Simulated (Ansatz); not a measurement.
# Decaying states in the gap of LiMgGaN2, part 3 of 3

A new crystal, LiMgGaN2: structure, gap and complex bands. It is built by putting Ga for B in the LiMgBN2 structure of space group I-4m2, with the volume rescaled by atomic radii. The parent structure comes from the Materials Project.

Ansatz 0.2.0; PBE DFT, plane waves, PAW files (the session's first sound run).

So far, gap on the k-mesh (eV): step 3 (the bulk crystal and its band edges) 1.19; step 4 (complex bands, plane (110)) 1.19.

The structure was built from a prototype and need not be the compound's stable phase.

## (6) Band edges at another level

This step: PBEsol DFT, plane waves, PAW files (Ansatz 0.2.0).

The edges again with PBEsol, at the same atoms.

The input, input.yaml:

```yaml
crystal:
  lattice:
    - [-1.9153598636, 1.9153598636, 5.2804224404]
    - [1.9153598636, -1.9153598636, 5.2804224404]
    - [1.9153598636, 1.9153598636, -5.2804224404]
  atoms:
    - { symbol: Li, position: [0.25, 0.75, 0.5] }
    - { symbol: Mg, position: [0.75, 0.25, 0.5] }
    - { symbol: Ga, position: [0.5, 0.5, 0.0] }
    - { symbol: "N", position: [0.6668347991, 0.6668347991, 0.0] }
    - { symbol: "N", position: [0.3331652009, 0.3331652009, 0.0] }
kpoints:
  mp_grid: { grid: [8, 8, 8] }
  band_path: { path: [VBM, CBM], npoints: 30 }
scf:
  occupations: { method: fixed }
hamiltonian:
  xc: pbesol
output:
  eigenvalues: true
```

On the command line:

```bash
> ansatz run input.yaml --threads 2 --pin off --max-ram 4096MiB --backend cpu --events-out ev --progress --plain --runs-dir out
```

Numbers of over 12 decimals in the logs are rounded to 6 here.

Output:

```text
[...]
Crystal: 5 atoms, lattice volume = 77.487 Å³
Basis set: ecut = 420 eV, 1533 PW (Γ), FFT grids on a1+a3, a2+a3, a3
Bands: 23, of which v1, the nominal top of the filled ones, is band 18 counted from 1 (17 counted from 0)
Symmetry: 8 space group operations
[...]
k-points: 59 of 512 (time reversal used)
[...]
SCF iter   1: F=—  HF=-6617.425646 eV  |F-HF|=—  |Δ(HF+E_count)|=         —  Δρ=7.16e-3  dr2=3.73e-2  ethr=1.77e-3  ⟨swp⟩=5.0  Hψ=5596  notcnv=0  defer=158
[...]
SCF iter   6: F=-6617.415218 eV  HF=-6617.415218 eV  |F-HF|=5.84e-9  |Δ(HF+E_count)|=   5.42e-6  Δρ=1.37e-5  dr2=8.31e-8  ethr=2.78e-10  ⟨swp⟩=7.0  Hψ=5705  notcnv=0
SCF 1 converged in 6 iterations: F = -6617.415218 eV  dr2 = 8.31e-8
[...]
SCF converged after 6 iterations
Free energy (F): -6617.415218 eV
[...]
Internal energy: -6617.415218 eV  (E = F + TS)
E sigma→0 (E₀):  -6617.415218 eV
Fermi energy:    3.866733 eV
[...]
--- Band table (eV; the first three rows and the last of 59) ---
  k-point 0: bands = [... 14 lower, 2.4109, 2.4109, 3.1115, 3.1115, 4.9822, 9.0751, 10.5449, 10.5449, ... 1 higher]
  k-point 1: bands = [... 14 lower, 2.1067, 2.6379, 2.7196, 3.0755, 5.6662, 9.2769, 9.5546, 10.0113, ... 1 higher]
  k-point 2: bands = [... 14 lower, 1.3720, 2.2743, 2.3945, 3.3277, 6.3338, 8.5105, 9.4792, 10.4861, ... 1 higher]
  k-point 58: bands = [... 14 lower, 1.8970, 1.8970, 3.8667, 3.8667, 6.8658, 8.4097, 9.2759, 10.2335, ... 1 higher]
```

It took 9.6 s on 2 threads of Arm Neoverse V2, shared host; peak memory 0.4 GiB.

This step gave:

```yaml
free_energy: -6617.4152 eV
fermi_energy: 3.867 eV
gap_on_the_k_mesh: 1.115 eV
gap_on_path: 1.115 eV, by band count; negative where bands overlap
direct_gap_on_path: 1.871 eV
```

The electronic bands at the labelled points (eV, zero at the Fermi level (highest filled level under fixed occupations); v1 is the highest filled band, c1 the lowest empty one):

```
  point     v4     v3     v2     v1    c1    c2    c3    c4
    VBM  -1.97  -1.97   0.00   0.00  3.00  4.54  5.41  6.37
halfway  -2.41  -2.31  -1.19  -1.00  3.77  3.78  4.39  4.57
    CBM  -1.46  -1.46  -0.76  -0.76  1.12  5.21  6.68  6.68
```

The searched edges give 1.12 eV, as on the mesh.

Between step 3 and this run (PBEsol) the value for the gap on the k-mesh moves from 1.19 eV to 1.12 eV.

## (7) Complex bands at another level

This step: PBEsol DFT, plane waves, PAW files; complex bands by layer matching along the plane's normal (Ansatz 0.2.0).

The complex bands at that level, over its own gap, at (0, 0) and (-0.5, -0.5).

The input, input.yaml:

```yaml
crystal:
  lattice:
    - [5.934649776, 0.0, 0.0]
    - [3.461982612, 4.820243184, 0.0]
    - [1.236333582, -2.410121592, 2.708727896]
  atoms:
    - { symbol: Li, position: [0.75, 0.75, 0.5] }
    - { symbol: Mg, position: [0.25, 0.25, 0.5] }
    - { symbol: Ga, position: [0.5, 0.5, 0.0] }
    - { symbol: "N", position: [0.6668347991, 0.6668347991, 0.0] }
    - { symbol: "N", position: [0.3331652009, 0.3331652009, 0.0] }
kpoints:
  mp_grid: { grid: [8, 8, 8] }
scf:
  occupations: { method: fixed }
hamiltonian:
  xc: pbesol
output:
  eigenvalues: true
  transmission:
    leads: [[0, 0]]
    kpoints: [[0.0, 0.0], [-0.5, -0.5]]
    e_range: [-1.0, 2.12]
    de: 0.08
```

Output:

```text
[...]
Crystal: 5 atoms, lattice volume = 77.487 Å³
Basis set: ecut = 420 eV, 1533 PW (Γ)
Bands: 23, of which v1, the nominal top of the filled ones, is band 18 counted from 1 (17 counted from 0)
Symmetry: 8 space group operations
[...]
k-points: 59 of 512 (time reversal used)
[...]
SCF iter   1: F=—  HF=-6617.425688 eV  |F-HF|=—  |Δ(HF+E_count)|=         —  Δρ=7.16e-3  dr2=3.73e-2  ethr=1.77e-3  ⟨swp⟩=5.0  Hψ=5579  notcnv=0  defer=158
[...]
SCF iter   6: F=-6617.415273 eV  HF=-6617.415273 eV  |F-HF|=6.72e-9  |Δ(HF+E_count)|=   5.42e-6  Δρ=1.38e-5  dr2=8.32e-8  ethr=2.78e-10  ⟨swp⟩=7.1  Hψ=5711  notcnv=0
SCF 1 converged in 6 iterations: F = -6617.415273 eV  dr2 = 8.32e-8
[...]
transmission: 4 of 8 steps passed
transmission: 8 of 8 steps passed
SCF converged after 6 iterations
Free energy (F): -6617.415273 eV
[...]
Internal energy: -6617.415273 eV  (E = F + TS)
E sigma→0 (E₀):  -6617.415273 eV
Fermi energy:    3.866729 eV
[...]
--- Band table (eV; the first three rows and the last of 59) ---
  k-point 0: bands = [... 14 lower, 2.4109, 2.4109, 3.1115, 3.1115, 4.9822, 9.0751, 10.5449, 10.5449, ... 1 higher]
  k-point 1: bands = [... 14 lower, 2.1067, 2.6378, 2.7196, 3.0755, 5.6662, 9.2769, 9.5546, 10.0113, ... 1 higher]
  k-point 2: bands = [... 14 lower, 1.3720, 2.2743, 2.3945, 3.3277, 6.3338, 8.5105, 9.4792, 10.4862, ... 1 higher]
  k-point 58: bands = [... 14 lower, 1.8970, 1.8970, 3.8667, 3.8667, 6.8658, 8.4097, 9.2759, 10.2335, ... 1 higher]
--- Transmission ---
  basis      : 249 plane waves across, 4 finite elements along
  points     : 2, as listed
[...]
channels       : 0.000000e0 a spin
[...]
slowest decay  : 0.1800 /Å at (0.0000, 0.0000)
```

Run time: 27 s. Hardware: 2 threads; peak memory 0.67 GiB; 53 s of CPU time.

This step gave:

- free energy: -6617.4153 eV
- level to which the leads are filled: 0.5577 eV from the Fermi level
- decay constant at the filling level, zone centre: 0.1800 Å⁻¹
- decay constant at the filling level, slowest listed point: 0.18 Å⁻¹

K parallel (0, 0); values up to 1.5 1/Å, a degenerate pair printed once or twice; energies at which all values exceed this have no row. Im kz of the slowest decaying states against energy, zero at the highest filled level on the SCF mesh:

| energy (eV) | decay 1 (Å⁻¹) | decay 2 (Å⁻¹) | decay 3 (Å⁻¹) | decay 4 (Å⁻¹) |
| --- | --- | --- | --- | --- |
| -1.00 | 0.111 | 0.400 | 0.449 | 0.629 |
| -0.76 | 0.313 | 0.550 | 0.623 | 1.11 |
| -0.52 | 0.137 | 0.322 | 0.614 | 0.623 |
| -0.36 | 0.165 | 0.283 | 0.400 | 0.608 |
| -0.12 | 0.188 | 0.424 | 0.484 | 0.597 |
| -0.04 | 0.192 | 0.457 | 0.507 | 0.593 |
| 0.12 | 0.195 | 0.510 | 0.549 | 0.584 |
| 0.36 | 0.190 | 0.569 | 0.573 | 0.602 |
| 0.60 | 0.172 | 0.552 | 0.619 | 0.649 |
| 0.76 | 0.151 | 0.539 | 0.644 | 0.677 |
| 1.00 | 0.0931 | 0.518 | 0.673 | 0.717 |
| 1.24 | 0.495 | 0.695 | 0.756 | 0.795 |
| 1.48 | 0.468 | 0.711 | 0.775 | 0.794 |
| 1.64 | 0.448 | 0.720 | 0.762 | 0.821 |
| 1.88 | 0.413 | 0.729 | 0.745 | 0.864 |
| 2.12 | 0.371 | 0.728 | 0.735 | 0.873 |

K parallel (0, 0). The Re kz of states that move upwards by energy, zero at the highest filled level on the SCF mesh:

| energy (eV) | channel 1 (Å⁻¹) | channel 2 (Å⁻¹) | channel 3 (Å⁻¹) |
| --- | --- | --- | --- |
| -1.00 | -0.175 | - | - |
| -0.92 | -0.137 | - | - |
| -0.84 | -0.0943 | - | - |
| -0.76 | -0.0517 | -0.0198 | 0.333 |
| -0.68 | 0.411 | - | - |
| -0.60 | 0.493 | - | - |
| -0.52 | -0.851 | 0.625 | - |
| -0.44 | - | - | - |
| -0.36 | - | - | - |
| -0.28 | - | - | - |
| -0.12 | - | - | - |
| -0.04 | - | - | - |
| 0.04 | - | - | - |
| 0.12 | - | - | - |
| 0.20 | - | - | - |
| 0.28 | - | - | - |
| 0.36 | - | - | - |
| 0.44 | - | - | - |
| 0.52 | - | - | - |
| 0.60 | - | - | - |
| 0.68 | - | - | - |
| 0.76 | - | - | - |
| 0.84 | - | - | - |
| 0.92 | - | - | - |
| 1.00 | - | - | - |
| 1.08 | - | - | - |
| 1.16 | 0.0610 | - | - |
| 1.24 | 0.104 | - | - |
| 1.40 | 0.165 | - | - |
| 1.48 | 0.192 | - | - |
| 1.56 | 0.217 | - | - |
| 1.64 | 0.241 | - | - |
| 1.72 | 0.266 | - | - |
| 1.80 | 0.290 | - | - |
| 1.88 | 0.315 | - | - |
| 1.96 | 0.341 | - | - |
| 2.04 | 0.368 | - | - |
| 2.12 | 0.397 | - | - |

K parallel (-0.5, -0.5); values up to 1.5 1/Å, a degenerate pair printed once or twice; energies at which all values exceed this have no row. Table of Im kz of the slowest decaying states by energy, zero at the highest filled level on the SCF mesh:

```csv
energy (eV),decay 1 (Å⁻¹),decay 2 (Å⁻¹),decay 3 (Å⁻¹),decay 4 (Å⁻¹)
-1.00,0.432,0.564,0.622,0.865
-0.84,0.457,0.477,0.594,0.640
-0.68,0.293,0.476,0.621,0.636
-0.52,0.489,0.629,0.646,0.873
-0.36,0.497,0.621,0.667,0.875
-0.20,0.503,0.612,0.687,0.877
-0.04,0.506,0.603,0.705,0.879
0.12,0.161,0.311,0.508,0.594
0.28,0.236,0.453,0.508,0.584
0.44,0.284,0.505,0.546,0.574
0.60,0.319,0.500,0.563,0.615
0.68,0.333,0.497,0.558,0.644
0.84,0.357,0.489,0.547,0.694
1.00,0.374,0.479,0.535,0.736
1.16,0.388,0.466,0.523,0.771
1.32,0.398,0.451,0.510,0.798
1.48,0.405,0.433,0.497,0.816
1.64,0.410,0.412,0.482,0.820
1.80,0.388,0.412,0.467,0.814
1.96,0.359,0.413,0.451,0.784
2.12,0.324,0.411,0.434,0.738
```

At the listed wavevectors the last open channel is at -0.04 eV and the next at +1.16 eV on the grid. At +0.52 eV, the grid energy nearest the filling level (the middle of the gap on the SCF mesh), the slowest state at the listed wavevectors decays with κ = 0.18 Å⁻¹, its amplitude falling by e over 5.6 Å; the first such run, plane (110), gave 0.185 Å⁻¹ over as many of its listed wavevectors.

## (8) A repeat with changed settings

This step: PBE DFT, plane waves, PAW files; complex bands by layer matching along the plane's normal; changed: magnetization = {"spin_polarized": true, "spin_orbit": true}, hamiltonian.pseudopotentials = {"kind": "nc"}, scf.max_iter = 60 (Ansatz 0.2.0).

This run repeats an earlier one, its twin (the complex run, plane (110)), with four settings changed (scf.max_iter, hamiltonian.pseudopotentials.kind, magnetization.spin_polarized, magnetization.spin_orbit; files written aside). The setting was drawn as a possible misstep, on purpose. Where the input is shown as a difference, that is against the step before, not the twin.

input.yaml, the sections that differ from step 7:

```yaml
scf:
  occupations: { method: fixed }
  max_iter: 60
hamiltonian:
  xc: pbe
  pseudopotentials: { kind: nc }
output:
  eigenvalues: true
  transmission:
    leads: [[0, 0]]
    kpoints: [[0.0, 0.0], [-0.5, -0.5], [0.5, 0.0]]
    e_range: [-1.0, 2.19]
    de: 0.08
magnetization:
  spin_polarized: true
  spin_orbit: true
# crystal, kpoints: as in step 7
```

Output:

```text
Error: 2 input errors — fix all and re-run
  1. inconsistent input (magnetization.spin_orbit, magnetization.noncollinear): true requires noncollinear: true — spin–orbit coupling acts on 2-spinor wavefunctions; set both flags
  2. inconsistent input (magnetization.spin_orbit, hamiltonian.pseudopotentials.kind): true requires a fully-relativistic hamiltonian.pseudopotentials.kind (nc_fr or paw_fr), or kind: all_electron without datasets and azcp, which then solves Dirac's equation on LAPW. paw_fr resolves this project's PAW files (source: ansatz) by j as it reads them
```

The job ended after 0.03 s (2 threads; peak memory 0.029 GiB).

The program refused the input before any cycle.

The program's message: “Error: 2 input errors — fix all and re-run”

The change that led to it: magnetization and hamiltonian.pseudopotentials = {"kind": "nc"}.

## (9) A check of the settings

This step: PBE DFT, plane waves, PAW files; complex bands by layer matching along the plane's normal; changed: output.transmission.e_range = [-80, 80], output.transmission.de = 5, scf.max_iter = 60 (Ansatz 0.2.0).

This run repeats an earlier one, its twin (the complex run, plane (110)), with three settings changed (output.transmission.e_range, output.transmission.de, scf.max_iter; files written aside). The setting was drawn as a possible misstep, on purpose. Where the input is shown as a difference, that is against the step before, not the twin.

input.yaml, as its differences from that of step 8:

```diff
@@ -18,3 +18,2 @@
   xc: pbe
-  pseudopotentials: { kind: nc }
 output:
@@ -24,6 +23,3 @@
     kpoints: [[0.0, 0.0], [-0.5, -0.5], [0.5, 0.0]]
-    e_range: [-1.0, 2.19]
-    de: 0.08
-magnetization:
-  spin_polarized: true
-  spin_orbit: true
+    e_range: [-80, 80]
+    de: 5
```

Output:

```text
Error: inconsistent input (output.transmission.e_range, basis.ecutwfc): energies over 52 eV from the Fermi level are not served at this cutoff: ask for nearer ones, or raise it
```

The job ended after 0.07 s (2 threads; peak memory 0.074 GiB).

The program refused the input before any cycle.

The program's message: “Error: inconsistent input (output.transmission.e_range, basis.ecutwfc): energies over 52 eV from the Fermi level are not served at this cutoff: ask for nearer ones, or raise it”

The change that led to it: output.transmission.e_range = [-80, 80] and output.transmission.de = 5.

## (10) Summary of results

```
band gap                                         : 1.19 eV
least decay constant at mid-gap, normal to (110) : 0.185 Å⁻¹
least decay constant at mid-gap, normal to (100) : 0.180 Å⁻¹
least decay constant, PBEsol                     : 0.18 Å⁻¹
```

With PBE, the slowest decay at the wavevectors tried is κ = 0.180 Å⁻¹, normal to (100). Through such a film the transmission near mid-gap falls as exp(−2κd), a factor of ten every 6.4 Å. The directions tried decay at nearly the same rate. A free electron under a barrier of half the gap would need a mass of 0.21 mₑ to decay at this rate. With PBEsol the gap goes from 1.19 to 1.12 eV and the decay constant, over the first 2 listed wavevectors, from 0.185 to 0.18 Å⁻¹. The compound is made up by substitution; its stability against other phases and against distortions of the cell's symmetry was not tested. A semilocal functional narrows gaps, so real decay constants are likely larger.

[Logs are printed without paths, hosts, clocks, repeated set-up lines and the standing remarks that a program may print on its own settings, such as how far it seeks lower states.]

[Hosts, paths, dates, database ids (printed as entryN), source tags and the programs' standing remarks are cut or masked in the printed files.]
